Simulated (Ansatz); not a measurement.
# The perfect C wire along [111], 14 atoms a period, H-terminated, part 3 of 3

Wanted: the relaxed geometry and the bands of the C wire along [111], 14 atoms a period, H-terminated.

Ansatz 0.2.0; DFT PBE, plane waves, PAW; relaxation of a wire's period; PAW set soft_1 (the session's first sound run).

So far, band gap (eV): step 3 (the perfect wire, PBE) 4.76; step 4 (levels at the same atoms, cutoff 500 eV, k-mesh 1×1×10, r2SCAN PBE) 5.44; step 5 (another level of theory, level HSE06, cutoff 420 eV, HSE06 PBE) 5.72.

## (6) At a strained period, period over the relaxed period 0.94, k-mesh 1×1×11

This step: DFT PBE, plane waves, PAW; relaxation at a fixed period; PAW set soft_1 (Ansatz 0.2.0).

The period is set to 0.94 times the relaxed one and the atoms relax within it: strain changes bond lengths and angles, which shifts the bands against each other. Against the first PBE run of this kind, the mesh along the wire has 11 points against 13.

The cell differs from the one that the last finished run ended in (c 6.362 → 5.980 Å).

input.yaml reads:

```yaml
crystal:
  lattice:
    - [11.153, 0.0, 0.0]
    - [0.0, 11.827, 0.0]
    - [0.0, 0.0, 5.9800610202]
  atoms:
    - { symbol: C, position: [0.500014505, 0.500000875, 0.000124172] }
    - { symbol: C, position: [0.500014505, 0.499999125, 0.249875828] }
    - { symbol: H, position: [0.305779004, 0.480560091, 0.284614806] }
    - { symbol: H, position: [0.385034997, 0.351097794, 0.284603094] }
    - { symbol: H, position: [0.42075397, 0.668348766, 0.284611803] }
    - { symbol: H, position: [0.57927504, 0.668348766, 0.284611803] }
    - { symbol: H, position: [0.614994013, 0.351097794, 0.284603094] }
    - { symbol: H, position: [0.694250006, 0.480560091, 0.284614806] }
    - { symbol: C, position: [0.388254318, 0.439154524, 0.340383485] }
    - { symbol: C, position: [0.500014505, 0.621693521, 0.340387159] }
    - { symbol: C, position: [0.611774692, 0.439154524, 0.340383485] }
    - { symbol: C, position: [0.388333656, 0.439194375, 0.581727654] }
    - { symbol: C, position: [0.500014505, 0.621608469, 0.58173425] }
    - { symbol: C, position: [0.611695354, 0.439194375, 0.581727654] }
    - { symbol: H, position: [0.307209478, 0.604963881, 0.612006873] }
    - { symbol: H, position: [0.500014505, 0.290057208, 0.612000019] }
    - { symbol: H, position: [0.692819532, 0.604963881, 0.612006873] }
    - { symbol: H, position: [0.307209478, 0.395036119, 0.637993127] }
    - { symbol: H, position: [0.500014505, 0.709942792, 0.637999981] }
    - { symbol: H, position: [0.692819532, 0.395036119, 0.637993127] }
    - { symbol: C, position: [0.388333656, 0.560805625, 0.668272346] }
    - { symbol: C, position: [0.500014505, 0.378391531, 0.66826575] }
    - { symbol: C, position: [0.611695354, 0.560805625, 0.668272346] }
    - { symbol: C, position: [0.388254318, 0.560845476, 0.909616515] }
    - { symbol: C, position: [0.500014505, 0.378306479, 0.909612841] }
    - { symbol: C, position: [0.611774692, 0.560845476, 0.909616515] }
    - { symbol: H, position: [0.305779004, 0.519439909, 0.965385194] }
    - { symbol: H, position: [0.385034997, 0.648902206, 0.965396906] }
    - { symbol: H, position: [0.42075397, 0.331651234, 0.965388197] }
    - { symbol: H, position: [0.57927504, 0.331651234, 0.965388197] }
    - { symbol: H, position: [0.614994013, 0.648902206, 0.965396906] }
    - { symbol: H, position: [0.694250006, 0.519439909, 0.965385194] }
kpoints:
  mp_grid: { grid: [1, 1, 11] }
  band_path: { path: ["Γ", Z], npoints: 90 }
scf:
  occupations: { method: fermi_dirac, width: 0.05 }
hamiltonian:
  xc: pbe
  pseudopotentials: { kind: paw, azcp: { folder: soft_1 } }
relax:
  max_steps: 40
  f_tol: 0.02
output:
  stress: true
```

Command:

```
$ ansatz run input.yaml --threads 4 --pin off --max-ram 16384MiB --backend cpu --events-out ev --progress --plain --runs-dir out
```

Numbers of over 12 decimals in the logs are rounded to 6 here.

Output:

```text
Warning: output.stress: scf.convergence.dr2_threshold = 1e-7 eV (the SCF's general default) is looser than the 3.2e-9 eV advised for a printed stress (1e-10 eV for each atom of the cell: 32). What an SCF threshold leaves in a stress goes as its square root, and in the free energy as the threshold itself, and one threshold admits the most on a small cell: [figures from the program's tests cut] Every solve of this run  [...]
[...]
Crystal: 32 atoms, lattice volume = 788.809 Å³
Basis set: ecut = 420 eV, 15369 PW (Γ), exchange–correlation on 150×160×80 points (8 copies of the dense FFT grid, shifted against one another)
Bands: 69, of which v1, the nominal top of the filled ones, is band 37 counted from 1 (36 counted from 0)
Symmetry: 4 space group operations
[...]
k-points: 6 of 11
[...]
SCF iter   1: F=—  HF=-3819.209838 eV  |F-HF|=—  |Δ(HF+E_count)|=         —  Δρ=7.26e-2  dr2=5.14e1  ethr=3.10e-3  ⟨swp⟩=8.7  Hψ=2377  notcnv=0  defer=36
[...]
SCF iter   8: F=-3801.186559 eV  HF=-3801.186559 eV  |F-HF|=8.58e-8  |Δ(HF+E_count)|=   1.09e-6  Δρ=9.65e-6  dr2=7.54e-7  ethr=1.35e-8  ⟨swp⟩=5.0  Hψ=1125  notcnv=0
SCF 1 converged in 8 iterations: F = -3801.186559 eV  dr2 = 7.54e-7
[...]
relax step   1: F+E_penalty+E_count = -3801.18655893 eV  Δ(F+E_penalty+E_count) = +0.000e0 eV  max|allowed force component| = 1.679e0 eV/Å  Δτ_max = 0.0000 Å  (8 SCF iters, dr2 threshold 1.00e-5 eV, accepted)
[...]
SCF iter   5: F=-3801.586874 eV  HF=-3801.586879 eV  |F-HF|=5.40e-6  |Δ(HF+E_count)|=   5.77e-5  Δρ=3.32e-5  dr2=1.01e-5  ethr=1.35e-7  ⟨swp⟩=2.8  Hψ=1245  notcnv=0
SCF 2 converged in 5 iterations: F = -3801.586874 eV  dr2 = 1.01e-5
[...]
relax step   2: F+E_penalty+E_count = -3801.58687394 eV  Δ(F+E_penalty+E_count) = -4.003e-1 eV  max|allowed force component| = 6.881e-1 eV/Å  Δτ_max = 0.0679 Å  (5 SCF iters, dr2 threshold 1.00e-4 eV, accepted)
SCF iter   1: F=—  HF=-3801.639427 eV  |F-HF|=—  |Δ(HF+E_count)|=         —  Δρ=2.74e-3  dr2=3.36e-2  ethr=5.34e-4  ⟨swp⟩=4.7  Hψ=883  notcnv=0  defer=147
[...]
SCF iter   4: F=-3801.632912 eV  HF=-3801.632911 eV  |F-HF|=1.12e-6  |Δ(HF+E_count)|=   3.50e-5  Δρ=5.13e-5  dr2=1.10e-5  ethr=4.00e-8  ⟨swp⟩=4.0  Hψ=1353  notcnv=0
SCF 3 converged in 4 iterations: F = -3801.632912 eV  dr2 = 1.10e-5
[...]
relax step   3: F+E_penalty+E_count = -3801.63291236 eV  Δ(F+E_penalty+E_count) = -4.604e-2 eV  max|allowed force component| = 1.484e-1 eV/Å  Δτ_max = 0.0356 Å  (4 SCF iters, dr2 threshold 2.96e-5 eV, accepted)
[...]
relax step   4: F+E_penalty+E_count = -3801.63475458 eV  Δ(F+E_penalty+E_count) = -1.842e-3 eV  max|allowed force component| = 3.362e-2 eV/Å  Δτ_max = 0.0027 Å  (4 SCF iters, dr2 threshold 1.38e-6 eV, accepted)
SCF iter   1: F=—  HF=-3801.635110 eV  |F-HF|=—  |Δ(HF+E_count)|=         —  Δρ=1.40e-4  dr2=1.00e-4  ethr=1.59e-6  ⟨swp⟩=2.0  Hψ=747  notcnv=0  defer=147
[...]
SCF iter   4: F=-3801.634951 eV  HF=-3801.634951 eV  |F-HF|=3.73e-9  |Δ(HF+E_count)|=   6.82e-7  Δρ=2.39e-6  dr2=2.80e-8  ethr=1.35e-10  ⟨swp⟩=3.0  Hψ=1365  notcnv=0
SCF 5 converged in 4 iterations: F = -3801.634951 eV  dr2 = 2.80e-8
relax step   5: F+E_penalty+E_count = -3801.63495085 eV  Δ(F+E_penalty+E_count) = -1.963e-4 eV  max|allowed force component| = 9.952e-3 eV/Å  Δτ_max = 0.0013 Å  (4 SCF iters, accepted)
[...]
the band table was solved once a step of the walk had ended and its energy, with any forces and stress, was formed, with the checks that follow a solve (3646 applications of the Hamiltonian). They found nothing against the state; the energy, forces and stress were not computed again (output.eigenvalues in the input reference)
[...]
SCF converged after 4 iterations
Free energy (F): -3801.634951 eV
[...]
Internal energy: -3801.634951 eV  (E = F + TS)
E sigma→0 (E₀):  -3801.634951 eV
Fermi energy:    -1.431635 eV
[...]
--- Forces (eV/Å), atoms counted from 1 ---
  atom   1  C      0.00000000     0.00000761    -0.00995185
  atom   2  C      0.00000000    -0.00000761     0.00995185
  atom   3  H     -0.00036773    -0.00036112     0.00015070
  atom   4  H     -0.00050039    -0.00013587     0.00015263
  atom   5  H      0.00012231     0.00050293     0.00015022
  atom   6  H     -0.00012231     0.00050293     0.00015022
  atom   7  H      0.00050039    -0.00013587     0.00015263
  atom   8  H      0.00036773    -0.00036112     0.00015070
  atom   9  C     -0.00016322    -0.00009086     0.00068303
  atom  10  C      0.00000000     0.00018462     0.00069430
  atom  11  C      0.00016322    -0.00009086     0.00068303
  atom  12  C     -0.00004157    -0.00002450    -0.00430544
  atom  13  C      0.00000000     0.00003849    -0.00430663
  atom  14  C      0.00004157    -0.00002450    -0.00430544
  atom  15  H     -0.00048256     0.00027564    -0.00074392
  atom  16  H      0.00000000    -0.00055692    -0.00074384
  atom  17  H      0.00048256     0.00027564    -0.00074392
  atom  18  H     -0.00048256    -0.00027564     0.00074392
  atom  19  H      0.00000000     0.00055692     0.00074384
  atom  20  H      0.00048256    -0.00027564     0.00074392
  atom  21  C     -0.00004157     0.00002450     0.00430544
  atom  22  C      0.00000000    -0.00003849     0.00430663
  atom  23  C      0.00004157     0.00002450     0.00430544
  atom  24  C     -0.00016322     0.00009086    -0.00068303
  atom  25  C      0.00000000    -0.00018462    -0.00069430
  atom  26  C      0.00016322     0.00009086    -0.00068303
  atom  27  H     -0.00036773     0.00036112    -0.00015070
  atom  28  H     -0.00050039     0.00013587    -0.00015263
  atom  29  H      0.00012231    -0.00050293    -0.00015022
  atom  30  H     -0.00012231    -0.00050293    -0.00015022
  atom  31  H      0.00050039     0.00013587    -0.00015263
  atom  32  H      0.00036773     0.00036112    -0.00015070
  max |Σ_I F_I| component: 1.36e-19 eV/Å
--- Stress (GPa, compression-positive) ---
        0.004509       0.000000       0.000000
        0.000000       0.003345       0.000093
        0.000000       0.000095       5.534963
  P = ⅓ Tr σ = 1.8476 GPa (18.476 kbar)
--- Band table (eV; the first three rows and the last of 6) ---
  k-point 0: bands = [... 33 lower, -4.8828, -3.9999, -3.9998, -3.7815, 0.9174, 1.7301, 1.8148, 1.9618, ... 28 higher]
  k-point 1: bands = [... 33 lower, -4.8902, -3.9956, -3.9955, -3.8114, 0.9440, 1.7561, 1.8537, 1.9942, ... 28 higher]
  k-point 2: bands = [... 33 lower, -4.8704, -3.9993, -3.9993, -3.8996, 1.0252, 1.8400, 1.9649, 2.0919, ... 28 higher]
  k-point 5: bands = [... 33 lower, -4.4269, -4.4233, -4.2048, -4.2048, 1.6181, 1.9741, 2.4797, 2.6612, ... 28 higher]
--- Relaxed structure (5 steps of the walk, 5 accepted, 0 SCFs on fresh bases) ---
  F+E_penalty+E_count = -3801.63495085 eV   max|allowed force component| = 9.952e-3 eV/Å
  atoms:
    - { symbol: C, position: [0.500014505, 0.500000, -0.000575125] }
    - { symbol: C, position: [0.500014505, 0.500000, 0.250575] }
    - { symbol: H, position: [0.305356, 0.480327, 0.273718] }
    - { symbol: H, position: [0.384606, 0.350872, 0.273702] }
    - { symbol: H, position: [0.420759, 0.668813, 0.273713] }
    - { symbol: H, position: [0.579270, 0.668813, 0.273713] }
    - { symbol: H, position: [0.615423, 0.350872, 0.273702] }
    - { symbol: H, position: [0.694673, 0.480327, 0.273718] }
    - { symbol: C, position: [0.386770, 0.438348, 0.334599] }
    - { symbol: C, position: [0.500014505, 0.623310, 0.334603] }
    - { symbol: C, position: [0.613259, 0.438348, 0.334599] }
    - { symbol: C, position: [0.387223, 0.438589, 0.584143] }
    - { symbol: C, position: [0.500014505, 0.622819, 0.584150] }
    - { symbol: C, position: [0.612806, 0.438589, 0.584143] }
    - { symbol: H, position: [0.307301, 0.604914, 0.598680] }
    - { symbol: H, position: [0.500014505, 0.290157, 0.598671] }
    - { symbol: H, position: [0.692728, 0.604914, 0.598680] }
    - { symbol: H, position: [0.307301, 0.395086, 0.651320] }
    - { symbol: H, position: [0.500014505, 0.709843, 0.651329] }
    - { symbol: H, position: [0.692728, 0.395086, 0.651320] }
    - { symbol: C, position: [0.387223, 0.561411, 0.665857] }
    - { symbol: C, position: [0.500014505, 0.377181, 0.665850] }
    - { symbol: C, position: [0.612806, 0.561411, 0.665857] }
    - { symbol: C, position: [0.386770, 0.561652, 0.915401] }
    - { symbol: C, position: [0.500014505, 0.376690, 0.915397] }
    - { symbol: C, position: [0.613259, 0.561652, 0.915401] }
    - { symbol: H, position: [0.305356, 0.519673, 0.976282] }
    - { symbol: H, position: [0.384606, 0.649128, 0.976298] }
    - { symbol: H, position: [0.420759, 0.331187, 0.976287] }
    - { symbol: H, position: [0.579270, 0.331187, 0.976287] }
    - { symbol: H, position: [0.615423, 0.649128, 0.976298] }
    - { symbol: H, position: [0.694673, 0.519673, 0.976282] }
```

Elapsed: 68 s, on 4 threads of Arm Neoverse V2, shared host; peak memory 2.8 GiB; 4.5 min of CPU time.

Step by step:

```csv
step,energy less that of the first step (eV),largest force component (eV/Å)
1,0.0000,1.6790
2,-0.4003,0.6881
3,-0.4464,0.1484
4,-0.4482,0.0336
5,-0.4484,0.0100
```

Forces are held to the 4 operations that the run works with; a distortion that breaks them can't arise in this run.

The atoms that moved most (Å):

```csv
atom,dx,dy,dz,length
H16,0.000,0.001,-0.080,0.080
H19,0.000,-0.001,0.080,0.080
H18,0.001,0.001,0.080,0.080
H20,-0.001,0.001,0.080,0.080
H17,-0.001,-0.001,-0.080,0.080
H15,0.001,-0.001,-0.080,0.080
H4,-0.005,-0.003,-0.065,0.065
H28,-0.005,0.003,0.065,0.065
```

Final coordinates:

```xyz
32
Lattice="11.1530 0.0000 0.0000 0.0000 11.8270 0.0000 0.0000 0.0000 5.9801" Properties=species:S:1:pos:R:3
C     5.5767    5.9135   -0.0034
C     5.5767    5.9135    1.4985
H     3.4056    5.6808    1.6369
H     4.2895    4.1498    1.6368
H     4.6927    7.9101    1.6368
H     6.4606    7.9101    1.6368
H     6.8638    4.1498    1.6368
H     7.7477    5.6808    1.6369
C     4.3136    5.1843    2.0009
C     5.5767    7.3719    2.0009
C     6.8397    5.1843    2.0009
C     4.3187    5.1872    3.4932
C     5.5767    7.3661    3.4933
C     6.8346    5.1872    3.4932
H     3.4273    7.1543    3.5801
H     5.5767    3.4317    3.5801
H     7.7260    7.1543    3.5801
H     3.4273    4.6727    3.8949
H     5.5767    8.3953    3.8950
H     7.7260    4.6727    3.8949
C     4.3187    6.6398    3.9819
C     5.5767    4.4609    3.9818
C     6.8346    6.6398    3.9819
C     4.3136    6.6427    5.4742
C     5.5767    4.4551    5.4741
C     6.8397    6.6427    5.4742
H     3.4056    6.1462    5.8382
H     4.2895    7.6772    5.8383
H     4.6927    3.9169    5.8383
H     6.4606    3.9169    5.8383
H     6.8638    7.6772    5.8383
H     7.7477    6.1462    5.8382
```

This step gave:

| Quantity | Value |
| --- | --- |
| band gap | 4.699 eV |

The electronic bands at the labelled points (eV, zero at the Fermi level; v1 is the highest filled band, c1 the lowest empty one):

```csv
point,v4,v3,v2,v1,c1,c2,c3,c4
Γ,-3.45,-2.57,-2.57,-2.35,2.35,3.16,3.25,3.39
halfway,-3.35,-2.59,-2.59,-2.57,2.56,3.38,3.52,3.64
Z,-2.97,-2.97,-2.80,-2.80,3.15,3.29,4.03,4.12
```

The gap is 4.70 eV, against 4.76 eV under PBE at the relaxed period.

## (7) At a strained period, period over the relaxed period 1.1, k-mesh 1×1×9

The period is set to 1.1 times the relaxed one and the atoms relax within it: strain changes bond lengths and angles, which shifts the bands against each other. Against the first PBE run of this kind, the mesh along the wire has 9 points against 13.

The cell differs from the one that the last finished run ended in (c 5.980 → 6.998 Å).

input.yaml, as its differences from that of step 6:

```diff
@@ -4,3 +4,3 @@
     - [0.0, 11.827, 0.0]
-    - [0.0, 0.0, 5.9800610202]
+    - [0.0, 0.0, 6.997943747]
   atoms:
@@ -39,3 +39,3 @@
 kpoints:
-  mp_grid: { grid: [1, 1, 11] }
+  mp_grid: { grid: [1, 1, 9] }
   band_path: { path: ["Γ", Z], npoints: 90 }
```

Output:

```text
[...]
Crystal: 32 atoms, lattice volume = 923.074 Å³
Basis set: ecut = 420 eV, 18033 PW (Γ), exchange–correlation on 150×160×96 points (8 copies of the dense FFT grid, shifted against one another)
Bands: 69, of which v1, the nominal top of the filled ones, is band 37 counted from 1 (36 counted from 0)
Symmetry: 4 space group operations
[...]
- { symbol: C, position: [0.389433, 0.560204, 0.894998] }
    - { symbol: C, position: [0.500014505, 0.379590, 0.894994] }
    - { symbol: C, position: [0.610596, 0.560204, 0.894998] }
[...]
- { symbol: H, position: [0.420678, 0.331728, 0.942841] }
    - { symbol: H, position: [0.579351, 0.331728, 0.942841] }
    - { symbol: H, position: [0.614886, 0.648927, 0.942848] }
    - { symbol: H, position: [0.694219, 0.519342, 0.942839] }
[key lines of the parts left out:]
SCF converged after 3 iterations
Free energy (F): -3800.974462 eV
Fermi energy:    -1.490629 eV
P = ⅓ Tr σ = -1.4724 GPa (-14.724 kbar)
```

It took 86 s on 4 threads; peak memory 3.3 GiB.

The steps of the relaxation:

```csv
step,energy less that of the first step (eV),largest force component (eV/Å)
1,0.0000,0.9025
2,-0.7325,1.1031
3,-0.8734,0.5063
4,-0.9171,0.3304
5,-0.9327,0.0912
6,-0.9345,0.0066
7,-0.9345,0.0066
```

Forces are held to the 4 operations that the run works with; a distortion that breaks them can't arise in this run.

The atoms that moved most (Å):

```csv
atom,dx,dy,dz,length
H4,0.001,0.000,0.158,0.158
H7,-0.001,0.000,0.158,0.158
H28,0.001,0.000,-0.158,0.158
H31,-0.001,0.000,-0.158,0.158
H29,-0.001,0.001,-0.158,0.158
H30,0.001,0.001,-0.158,0.158
H5,-0.001,-0.001,0.158,0.158
H6,0.001,-0.001,0.158,0.158
```

Final coordinates:

```xyz
32
Lattice="11.1530 0.0000 0.0000 0.0000 11.8270 0.0000 0.0000 0.0000 6.9979" Properties=species:S:1:pos:R:3
C     5.5767    5.9135   -0.1110
C     5.5767    5.9135    1.8605
H     3.4107    5.6847    2.1495
H     4.2955    4.1521    2.1494
H     4.6918    7.9037    2.1495
H     6.4615    7.9037    2.1495
H     6.8578    4.1521    2.1494
H     7.7426    5.6847    2.1495
C     4.3433    5.2015    2.4843
C     5.5767    7.3376    2.4843
C     6.8100    5.2015    2.4843
C     4.3415    5.2004    4.0740
C     5.5767    7.3397    4.0741
C     6.8118    5.2004    4.0740
H     3.4250    7.1557    4.3602
H     5.5767    3.4290    4.3602
H     7.7283    7.1557    4.3602
H     3.4250    4.6713    4.3872
H     5.5767    8.3980    4.3872
H     7.7283    4.6713    4.3872
C     4.3415    6.6266    4.6734
C     5.5767    4.4873    4.6734
C     6.8118    6.6266    4.6734
C     4.3433    6.6255    6.2631
C     5.5767    4.4894    6.2631
C     6.8100    6.6255    6.2631
H     3.4107    6.1423    6.5979
H     4.2955    7.6749    6.5980
H     4.6918    3.9233    6.5979
H     6.4615    3.9233    6.5979
H     6.8578    7.6749    6.5980
H     7.7426    6.1423    6.5979
```

This step gave:

| Quantity | Value |
| --- | --- |
| band gap | 4.256 eV |

The electronic bands at the labelled points (eV, zero at the Fermi level; v1 is the highest filled band, c1 the lowest empty one):

```csv
point,v4,v3,v2,v1,c1,c2,c3,c4
Γ,-4.02,-2.96,-2.96,-2.10,2.16,3.02,3.07,3.22
halfway,-3.80,-3.01,-3.00,-2.61,2.22,3.18,3.26,3.38
Z,-3.60,-3.58,-3.08,-3.08,2.51,2.81,3.68,3.68
```

The gap is 4.26 eV, against 4.76 eV under PBE at the relaxed period.

## (8) Results

| Quantity | Value |
| --- | --- |
| cell length, PBE | 6.362 Å |
| gap, PBE | 4.76 eV |
| gap, r2SCAN | 5.44 eV |
| gap, HSE06 | 5.72 eV |
| gap, period scaled by 0.94 | 4.70 eV |
| gap, period scaled by 1.1 | 4.26 eV |

What this shows: Under PBE the cell's length is 6.36 Å, and a gap of 4.76 eV makes it a semiconductor. At the relaxed period the wire is gapped under every functional, from 4.76 eV (PBE) to 5.72 eV (HSE06). Weak screening in one dimension makes quasiparticle gaps larger than the semilocal gaps, as a rule. Strain matters: under PBE the gap goes from 4.76 eV to 4.70 eV at 0.94 times the period and 4.26 eV at 1.1 times the period. A hybrid's gap is read on a coarse mesh, without a band path.

[Logs are printed without paths, hosts, clocks, repeated set-up lines and the standing remarks that a program may print on its own settings, such as how far it seeks lower states.]

[Hosts, paths, dates, database ids (printed as entryN), source tags and the programs' standing remarks are cut or masked in the printed files.]
